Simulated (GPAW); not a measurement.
# The basis that the transmission of CN in line between two Pb chains needs

Aim: T(E), conductance and thermopower of CN in line between two Pb chains, and what cheaper settings cost in accuracy.

Method: GPAW LCAO, PAW setups; Landauer transmission from Green's functions with principal layers (ASE), zero bias, in GPAW 26.7.0.

## (1) Set-up

The cell holds 12 atoms: 10 Pb, 1 C and 1 N. Its edges and angles: a = 9.000 Å, b = 9.000 Å, c = 31.396 Å, α = 90.0°, β = 90.0°, γ = 90.0°. Regions: left lead, 5 atoms (5 Pb); channel, 2 atoms (1 C and 1 N); right lead, 5 atoms (5 Pb). Vacuum lies along a and b. The structure is stacked along c, and the current runs across the ab planes.

## (2) Double-zeta polarised basis

Localised orbitals split the wire into layers that couple to their neighbours alone, which is what the Green's function method needs; double zeta with polarisation is the usual level for numbers.

run.py

```python
import json
import numpy as np
from ase import Atoms
from ase.transport.calculators import TransportCalculator
from gpaw import GPAW, FermiDirac
from gpaw.lcao.tools import get_lcao_hamiltonian
from scipy.linalg import eigh

# The junction with lead layers at both ends, along the third cell vector
device = Atoms(
    ['Pb', 'Pb', 'Pb', 'Pb', 'Pb', 'C', 'N', 'Pb', 'Pb', 'Pb', 'Pb', 'Pb'],
    positions=[
        [4.50000, 4.50000, 1.45000],
        [4.50000, 4.50000, 4.35000],
        [4.50000, 4.50000, 7.25000],
        [4.50000, 4.50000, 10.15000],
        [4.50000, 4.50000, 13.05000],
        [4.50000, 4.50000, 15.12020],
        [4.50000, 4.50000, 16.30020],
        [4.50000, 4.50000, 18.34630],
        [4.50000, 4.50000, 21.24630],
        [4.50000, 4.50000, 24.14630],
        [4.50000, 4.50000, 27.04630],
        [4.50000, 4.50000, 29.94630]],
    cell=[[9.0, 0.0, 0.0], [0.0, 9.0, 0.0], [0.0, 0.0, 31.3963]],
    pbc=True)

# One principal layer of the lead: the first 3 atoms of the device
lead = Atoms(
    ['Pb', 'Pb', 'Pb'],
    positions=[
        [4.50000, 4.50000, 1.45000],
        [4.50000, 4.50000, 4.35000],
        [4.50000, 4.50000, 7.25000]],
    cell=[[9.0, 0.0, 0.0], [0.0, 9.0, 0.0], [0.0, 0.0, 8.7]],
    pbc=True)

settings = dict(mode='lcao', basis='dzp', xc='PBE', h=0.18,
                occupations=FermiDirac(0.1), maxiter=250,
                mixer=dict(beta=0.1, nmaxold=8, weight=100.0),
                convergence=dict(density=0.0001))
energies = np.arange(-3, 3 + 1e-9, 0.075)
eta = 0.0001
n1, n2 = 1, 1
# k and -k transmit alike, so half of the mesh across the current serves
mesh = [(i, j) for i in range(n1) for j in range(n2) if (i, j) <= (-i % n1, -j % n2)]
weights = np.array([1 if (i, j) == (-i % n1, -j % n2) else 2 for i, j in mesh]) / (n1 * n2)

# [... helper functions left out ...]
fermi_lead = ground_state(lead, (1, 1, 13), 'lead.txt')
fermi_device = ground_state(device, (1, 1, 3), 'device.txt')
# [... loop over the mesh left out, but for ...]
        # Shift the lead onto the potential of the device's first layer
        shift = ((H[:, 0, 0] - H0[:, 0, 0]) / S0[0, 0]).real.mean()
# [...]
kT = 8.617333e-5 * 300
bias = [0.1, 0.2, 0.5, 1.0, 1.5, 2.0]
# [... integrals and printing left out ...]
```

On the command line:

```sh
$ OMP_NUM_THREADS=1 OPENBLAS_NUM_THREADS=1 python run.py
```

Log:

```text
basis functions: device 256, principal layer 69
Fermi level: lead -2.5491 eV, device -2.5435 eV; lead shifted by -0.0278 eV
largest coupling past the next layer 2.76e-08 eV, largest misfit of the first layer 0.108 eV
  E-E_F (eV)   T (one spin)  [channel counts left out]
    -3.000    5.9960e-12
    -2.925    7.7612e-12
    -2.850    1.0962e-11
    -2.775    1.7250e-11
    -2.700    3.1421e-11
    -2.625    7.1861e-11
    -2.550    2.6083e-10
    -2.475    1.5128e-08
    -2.400    3.4910e-03
    -2.325    6.9237e-03
    -2.250    1.0075e-02
    -2.175    1.2991e-02
    -2.100    1.5709e-02
    -2.025    1.8259e-02
    -1.950    2.0664e-02
    -1.875    2.2942e-02
[...]
2.475    6.6809e-01
     2.550    6.0083e-01
     2.625    5.2438e-01
     2.700    4.2585e-01
     2.775    2.7542e-01
     2.850    7.3623e-02
     2.925    7.4660e-02
     3.000    7.5719e-02
conductance at 300 K: 1.8556 G0 a cell; thermopower -1.019 uV/K
current from the zero-bias T(E) at 0.1 V: 14.365 uA
current from the zero-bias T(E) at 0.2 V: 28.659 uA
current from the zero-bias T(E) at 0.5 V: 70.546 uA
current from the zero-bias T(E) at 1.0 V: 137.46 uA
current from the zero-bias T(E) at 1.5 V: 191.92 uA
current from the zero-bias T(E) at 2.0 V: 223.86 uA
```

It took 46 s on 1 thread of AMD EPYC 9R45, shared host; peak memory 1.6 GiB.

This step gave:

| Property | Result |
| --- | --- |
| conductance | 1.856 G₀ |
| largest coupling past the next principal layer | 2.76e-8 eV |
| largest misfit of the first principal layer | 0.1078 eV |
| shift that aligns the lead | -0.02779 eV |
| basis functions of the junction | 256 |
| basis functions of a principal layer | 69 |
| transmission at the Fermi level (one spin) | 1.862 |

One spin. Transmission, zone mean against energy, zero at the Fermi level:

| energy (eV) | transmission, zone mean |
| --- | --- |
| -3.00 | 6.0e-12 |
| -2.77 | 1.7e-11 |
| -2.55 | 2.6e-10 |
| -2.40 | 0.00349 |
| -2.17 | 0.0130 |
| -1.95 | 0.0207 |
| -1.73 | 0.0272 |
| -1.57 | 0.0310 |
| -1.35 | 0.0362 |
| -1.12 | 0.0407 |
| -0.90 | 0.0446 |
| -0.75 | 0.0468 |
| -0.60 | 1.82 |
| -0.53 | 1.81 |
| -0.30 | 1.66 |
| -0.07 | 1.83 |
| 0.00 | 1.86 |
| 0.07 | 1.87 |
| 0.30 | 1.81 |
| 0.53 | 1.70 |
| 0.75 | 1.62 |
| 0.90 | 1.58 |
| 1.12 | 1.54 |
| 1.35 | 1.49 |
| 1.57 | 1.40 |
| 1.73 | 1.31 |
| 1.95 | 1.13 |
| 2.17 | 0.930 |
| 2.40 | 0.732 |
| 2.55 | 0.601 |
| 2.77 | 0.275 |
| 3.00 | 0.0757 |

Not self-consistent under bias; the bias window is split evenly. Table of current through one cell, from the zero-bias transmission by bias:

| bias (V) | current through one cell, from the zero-bias transmission (μA) |
| --- | --- |
| 0.100 | 14.4 |
| 0.200 | 28.7 |
| 0.500 | 70.5 |
| 1.000 | 137 |
| 1.500 | 192 |
| 2.000 | 224 |

Transmission of the three most open eigenchannels against energy, zero at the Fermi level:

| energy (eV) | channel 1 | channel 2 | channel 3 |
| --- | --- | --- | --- |
| -2.4750 | 1.5e-8 | 0 | 0 |
| -2.2500 | 0.0101 | 0 | 0 |
| -2.0250 | 0.0183 | 0 | 0 |
| -1.7250 | 0.0272 | 0 | 0 |
| -1.5000 | 0.0328 | 0 | 0 |
| -1.2750 | 0.0378 | 0 | 0 |
| -0.9750 | 0.0434 | 0 | 0 |
| -0.7500 | 0.0468 | 2.9e-9 | 2.9e-9 |
| -0.5250 | 0.882 | 0.882 | 0.0496 |
| -0.2250 | 0.831 | 0.831 | 0.0524 |
| 0.0000 | 0.904 | 0.904 | 0.0539 |
| 0.2250 | 0.891 | 0.891 | 0.0551 |
| 0.5250 | 0.821 | 0.821 | 0.0564 |
| 0.7500 | 0.781 | 0.781 | 0.0572 |
| 0.9750 | 0.756 | 0.756 | 0.0580 |
| 1.2750 | 0.725 | 0.725 | 0.0593 |
| 1.5000 | 0.685 | 0.685 | 0.0605 |
| 1.7250 | 0.622 | 0.622 | 0.0619 |
| 2.0250 | 0.501 | 0.501 | 0.0643 |
| 2.2500 | 0.398 | 0.398 | 0.0664 |
| 2.4750 | 0.300 | 0.300 | 0.0689 |
| 2.7750 | 0.101 | 0.101 | 0.0726 |
| 3.0000 | 0.0757 | 4.0e-11 | 4.0e-11 |

Couplings past the next layer reach 2.8e-8 eV, small enough to drop; the matrix elements of the cell's first layer differ from the bulk lead's by up to 0.11 eV. That layer keeps its own values in the calculation, and only beyond it is the lead taken as perfect. The Fermi levels of lead and junction count from different zeros of potential, one for each periodic cell; with both set to zero, the small remaining shift is what aligns them. Without spin-orbit coupling, which is large for these atoms, channel counts and T are those of the scalar-relativistic bands. By hand: G = 1.856 × 77.48 μS = 144 μS, a resistance of 6.96 kΩ; at 0.1 V a linear junction would pass 14.4 μA, and the integral over the bias window gives 14.4 μA.

## (3) Single-zeta polarised basis

The second zeta is dropped, the polarisation orbitals stay.

Changes to run.py since step 2:

```diff
@@ -37,3 +37,3 @@
 
-settings = dict(mode='lcao', basis='dzp', xc='PBE', h=0.18,
+settings = dict(mode='lcao', basis='szp(dzp)', xc='PBE', h=0.18,
                 occupations=FermiDirac(0.1), maxiter=250,
```

Log:

```text
basis functions: device 158, principal layer 42
Fermi level: lead -2.7188 eV, device -2.7411 eV; lead shifted by -0.0398 eV
largest coupling past the next layer 2.75e-08 eV, largest misfit of the first layer 0.089 eV
  E-E_F (eV)   T (one spin)  [channel counts left out]
    -3.000    3.3042e-12
    -2.925    4.3188e-12
    -2.850    6.0830e-12
    -2.775    9.3873e-12
    -2.700    1.6334e-11
    -2.625    3.3876e-11
    -2.550    9.5485e-11
    -2.475    6.0613e-10
    -2.400    1.3924e-03
    -2.325    4.6180e-03
    -2.250    7.6333e-03
    -2.175    1.0471e-02
    -2.100    1.3157e-02
    -2.025    1.5713e-02
    -1.950    1.8154e-02
    -1.875    2.0494e-02
[...]
2.475    7.4578e-01
     2.550    6.7790e-01
     2.625    6.0215e-01
     2.700    5.0238e-01
     2.775    3.3453e-01
     2.850    8.5372e-02
     2.925    8.6581e-02
     3.000    8.7804e-02
conductance at 300 K: 1.8759 G0 a cell; thermopower -1.177 uV/K
current from the zero-bias T(E) at 0.1 V: 14.521 uA
current from the zero-bias T(E) at 0.2 V: 28.966 uA
current from the zero-bias T(E) at 0.5 V: 71.211 uA
current from the zero-bias T(E) at 1.0 V: 138.55 uA
current from the zero-bias T(E) at 1.5 V: 192.32 uA
current from the zero-bias T(E) at 2.0 V: 225.72 uA
```

Run time: 42 s. Hardware: 1 thread; peak memory 1.5 GiB.

This step gave:

| Quantity | Value |
| --- | --- |
| conductance | 1.876 G₀ |
| largest coupling past the next principal layer | 2.75e-8 eV |
| largest misfit of the first principal layer | 0.08935 eV |
| shift that aligns the lead | -0.03979 eV |
| basis functions of the junction | 158 |
| basis functions of a principal layer | 42 |
| transmission at the Fermi level (one spin) | 1.882 |

One spin. Transmission, zone mean against energy, zero at the Fermi level:

| energy (eV) | transmission, zone mean |
| --- | --- |
| -3.00 | 3.3e-12 |
| -2.85 | 6.1e-12 |
| -2.70 | 1.6e-11 |
| -2.55 | 9.5e-11 |
| -2.33 | 0.00462 |
| -2.17 | 0.0105 |
| -2.02 | 0.0157 |
| -1.88 | 0.0205 |
| -1.73 | 0.0249 |
| -1.57 | 0.0290 |
| -1.35 | 0.0346 |
| -1.20 | 0.0380 |
| -1.05 | 0.0411 |
| -0.90 | 0.0439 |
| -0.75 | 0.0464 |
| -0.60 | 1.76 |
| -0.53 | 1.80 |
| -0.38 | 1.61 |
| -0.23 | 1.71 |
| -0.07 | 1.85 |
| 0.00 | 1.88 |
| 0.07 | 1.89 |
| 0.23 | 1.87 |
| 0.38 | 1.81 |
| 0.60 | 1.73 |
| 0.75 | 1.69 |
| 0.90 | 1.67 |
| 1.05 | 1.64 |
| 1.20 | 1.61 |
| 1.35 | 1.58 |
| 1.57 | 1.50 |
| 1.73 | 1.42 |
| 1.88 | 1.31 |
| 2.02 | 1.17 |
| 2.17 | 1.03 |
| 2.33 | 0.881 |
| 2.55 | 0.678 |
| 2.70 | 0.502 |
| 2.85 | 0.0854 |
| 3.00 | 0.0878 |

Not self-consistent under bias; the bias window is split evenly. The current through one cell, from the zero-bias transmission by bias:

| bias (V) | current through one cell, from the zero-bias transmission (μA) |
| --- | --- |
| 0.100 | 14.5 |
| 0.200 | 29.0 |
| 0.500 | 71.2 |
| 1.000 | 139 |
| 1.500 | 192 |
| 2.000 | 226 |

Transmission of the three most open eigenchannels against energy, zero at the Fermi level:

| energy (eV) | channel 1 | channel 2 | channel 3 |
| --- | --- | --- | --- |
| -2.4750 | 6.1e-10 | 0 | 0 |
| -2.2500 | 0.00763 | 0 | 0 |
| -2.0250 | 0.0157 | 0 | 0 |
| -1.7250 | 0.0249 | 0 | 0 |
| -1.5000 | 0.0309 | 0 | 0 |
| -1.2750 | 0.0363 | 0 | 0 |
| -0.9750 | 0.0425 | 0 | 0 |
| -0.7500 | 0.0464 | 1.4e-9 | 1.4e-9 |
| -0.5250 | 0.877 | 0.877 | 0.0498 |
| -0.2250 | 0.829 | 0.829 | 0.0535 |
| 0.0000 | 0.913 | 0.913 | 0.0557 |
| 0.2250 | 0.904 | 0.904 | 0.0577 |
| 0.5250 | 0.847 | 0.847 | 0.0602 |
| 0.7500 | 0.816 | 0.816 | 0.0619 |
| 0.9750 | 0.795 | 0.795 | 0.0636 |
| 1.2750 | 0.766 | 0.766 | 0.0661 |
| 1.5000 | 0.732 | 0.732 | 0.0681 |
| 1.7250 | 0.674 | 0.674 | 0.0704 |
| 2.0250 | 0.550 | 0.550 | 0.0737 |
| 2.2500 | 0.438 | 0.438 | 0.0765 |
| 2.4750 | 0.333 | 0.333 | 0.0796 |
| 2.7750 | 0.125 | 0.125 | 0.0842 |
| 3.0000 | 0.0878 | 4.3e-11 | 4.3e-11 |

The conductance, 1.88 G₀, lies 1.1 % above that of the dzp run.

## (4) Minimal basis

The minimal basis is the cheapest rung: no second zeta and no polarisation.

Changes to run.py since step 3:

```diff
@@ -37,3 +37,3 @@
 
-settings = dict(mode='lcao', basis='szp(dzp)', xc='PBE', h=0.18,
+settings = dict(mode='lcao', basis='sz(dzp)', xc='PBE', h=0.18,
                 occupations=FermiDirac(0.1), maxiter=250,
```

Log:

```text
basis functions: device 98, principal layer 27
Fermi level: lead -2.6065 eV, device -2.6264 eV; lead shifted by -0.0142 eV
largest coupling past the next layer 2.77e-08 eV, largest misfit of the first layer 0.101 eV
  E-E_F (eV)   T (one spin)  [channel counts left out]
    -3.000    5.3126e-12
    -2.925    7.0187e-12
    -2.850    1.0069e-11
[...]
2.925    9.4902e-02
     3.000    9.6341e-02
conductance at 300 K: 1.8612 G0 a cell; thermopower -1.45 uV/K
current from the zero-bias T(E) at 0.1 V: 14.41 uA
current from the zero-bias T(E) at 0.2 V: 28.758 uA
current from the zero-bias T(E) at 0.5 V: 70.928 uA
current from the zero-bias T(E) at 1.0 V: 138.17 uA
current from the zero-bias T(E) at 1.5 V: 194.99 uA
current from the zero-bias T(E) at 2.0 V: 228.32 uA
```

Elapsed: 25 s, on 1 thread; peak memory 1.4 GiB.

Numbers from this step:

| Quantity | Value |
| --- | --- |
| conductance | 1.861 G₀ |
| largest coupling past the next principal layer | 2.77e-8 eV |
| largest misfit of the first principal layer | 0.1011 eV |
| shift that aligns the lead | -0.01422 eV |
| basis functions of the junction | 98 |
| basis functions of a principal layer | 27 |
| transmission at the Fermi level (one spin) | 1.867 |

One spin. Table of transmission, zone mean by energy, zero at the Fermi level:

energy (eV), transmission, zone mean and a bar:
```
  -3.0000       0.00 
  -2.7750       0.00 
  -2.4750       0.00 
  -2.2500       0.01 
  -2.0250       0.02 
  -1.7250       0.03 
  -1.5000       0.03 
  -1.2750       0.04 #
  -0.9750       0.04 #
  -0.7500       0.05 #
  -0.5250       1.71 ###########################
  -0.2250       1.71 ###########################
   0.0000       1.87 ##############################
   0.1500       1.89 ##############################
   0.2250       1.87 ##############################
   0.5250       1.76 ############################
   0.7500       1.68 ###########################
   0.9750       1.64 ##########################
   1.2750       1.62 ##########################
   1.5000       1.56 #########################
   1.7250       1.43 #######################
   2.0250       1.18 ###################
   2.2500       0.97 ###############
   2.4750       0.76 ############
   2.7750       0.38 ######
   3.0000       0.10 ##
```

The conductance, 1.86 G₀, lies 0.3 % above that of the dzp run.

## (5) RPBE in the dzp basis: xc = "RPBE"

Back in the dzp basis, the functional changes from PBE to RPBE, to set the spread between functionals beside that between bases.

Changes to run.py since step 4:

```diff
@@ -37,3 +37,3 @@
 
-settings = dict(mode='lcao', basis='sz(dzp)', xc='PBE', h=0.18,
+settings = dict(mode='lcao', basis='dzp', xc='RPBE', h=0.18,
                 occupations=FermiDirac(0.1), maxiter=250,
```

Log:

```text
basis functions: device 256, principal layer 69
Fermi level: lead -2.4254 eV, device -2.4213 eV; lead shifted by -0.0292 eV
largest coupling past the next layer 2.73e-08 eV, largest misfit of the first layer 0.109 eV
  E-E_F (eV)   T (one spin)  [channel counts left out]
    -3.000    6.2436e-12
    -2.925    8.1147e-12
    -2.850    1.1516e-11
[...]
2.925    7.7275e-02
     3.000    7.8329e-02
conductance at 300 K: 1.8476 G0 a cell; thermopower -1.051 uV/K
current from the zero-bias T(E) at 0.1 V: 14.302 uA
current from the zero-bias T(E) at 0.2 V: 28.531 uA
current from the zero-bias T(E) at 0.5 V: 70.185 uA
current from the zero-bias T(E) at 1.0 V: 136.64 uA
current from the zero-bias T(E) at 1.5 V: 190.42 uA
current from the zero-bias T(E) at 2.0 V: 222.04 uA
```

Run time: 49 s. Hardware: 1 thread; peak memory 1.5 GiB.

This step gave:

```yaml
conductance: 1.848 G₀
largest_coupling_past_the_next_principal_layer: 2.73e-8 eV
largest_misfit_of_the_first_principal_layer: 0.1085 eV
shift_that_aligns_the_lead: -0.02923 eV
basis_functions_of_the_junction: 256
basis_functions_of_a_principal_layer: 69
transmission_at_the_fermi_level_one_spin: 1.854
```

The conductance, 1.85 G₀, lies 0.4 % below that of the dzp run.

## (6) Cost and result by level

Times are for 1 thread of AMD EPYC 9R45, shared host. Results by setting:

| no. | run | conductance (G₀) | time | memory (GiB) |
| --- | --- | --- | --- | --- |
| 1 | dzp | 1.856 | 46 s | 1.6 |
| 2 | szp | 1.876 | 42 s | 1.5 |
| 3 | sz | 1.861 | 25 s | 1.4 |
| 4 | dzp RPBE | 1.848 | 49 s | 1.5 |

## (7) The levels side by side

The curves are compared point by point over the common energies.

This step: comparison of transmission and cost over codes and levels (GPAW 26.7.0).

Ladder, by row:

| step | code | T at the Fermi level (sum over the listed spins) | conductance (G0) | r.m.s. T(E) from the first | wall time (s) | peak memory (GiB) | threads |
| --- | --- | --- | --- | --- | --- | --- | --- |
| dzp | GPAW | 1.862 | 1.856 | 0 | 46.42 | 1.55 | 1 |
| szp | GPAW | 1.882 | 1.876 | 0.06575 | 42.28 | 1.51 | 1 |
| sz | GPAW | 1.867 | 1.861 | 0.08368 | 25.18 | 1.41 | 1 |
| dzp-RPBE | GPAW | 1.854 | 1.848 | 0.01175 | 48.88 | 1.53 | 1 |

Table of transmission, zone mean, sum over the listed spins by energy, zero at the Fermi level:

| energy (eV) | dzp | szp | sz | dzp-RPBE |
| --- | --- | --- | --- | --- |
| -3.00 | 6.0e-12 | 3.3e-12 | 5.3e-12 | 6.2e-12 |
| -2.77 | 1.7e-11 | 9.4e-12 | 1.6e-11 | 1.8e-11 |
| -2.55 | 2.6e-10 | 9.5e-11 | 2.5e-10 | 2.9e-10 |
| -2.25 | 0.0101 | 0.00763 | 0.00920 | 0.0105 |
| -2.02 | 0.0183 | 0.0157 | 0.0169 | 0.0189 |
| -1.80 | 0.0251 | 0.0227 | 0.0235 | 0.0260 |
| -1.57 | 0.0310 | 0.0290 | 0.0295 | 0.0320 |
| -1.35 | 0.0362 | 0.0346 | 0.0349 | 0.0372 |
| -1.05 | 0.0421 | 0.0411 | 0.0414 | 0.0430 |
| -0.82 | 0.0457 | 0.0452 | 0.0456 | 0.0465 |
| -0.60 | 1.82 | 1.76 | 1.73 | 1.80 |
| -0.38 | 1.64 | 1.61 | 1.62 | 1.63 |
| -0.15 | 1.78 | 1.79 | 1.77 | 1.77 |
| 0.00 | 1.86 | 1.88 | 1.87 | 1.85 |
| 0.07 | 1.87 | 1.89 | 1.88 | 1.86 |
| 0.15 | 1.86 | 1.89 | 1.89 | 1.85 |
| 0.38 | 1.77 | 1.81 | 1.82 | 1.76 |
| 0.60 | 1.67 | 1.73 | 1.73 | 1.65 |
| 0.82 | 1.60 | 1.68 | 1.66 | 1.58 |
| 1.05 | 1.56 | 1.64 | 1.64 | 1.54 |
| 1.35 | 1.49 | 1.58 | 1.60 | 1.47 |
| 1.57 | 1.40 | 1.50 | 1.52 | 1.38 |
| 1.80 | 1.25 | 1.37 | 1.38 | 1.24 |
| 2.02 | 1.07 | 1.17 | 1.18 | 1.05 |
| 2.25 | 0.863 | 0.953 | 0.969 | 0.848 |
| 2.55 | 0.601 | 0.678 | 0.685 | 0.594 |
| 2.77 | 0.275 | 0.335 | 0.376 | 0.271 |
| 3.00 | 0.0757 | 0.0878 | 0.0963 | 0.0783 |

(Part 1 of 2 ends here.)

[Logs are printed without paths, hosts, clocks, repeated set-up lines and the standing remarks that a program may print on its own settings, such as how far it seeks lower states.]

[Hosts, paths, dates, database ids (printed as entryN), source tags and the programs' standing remarks are cut or masked in the printed files.]
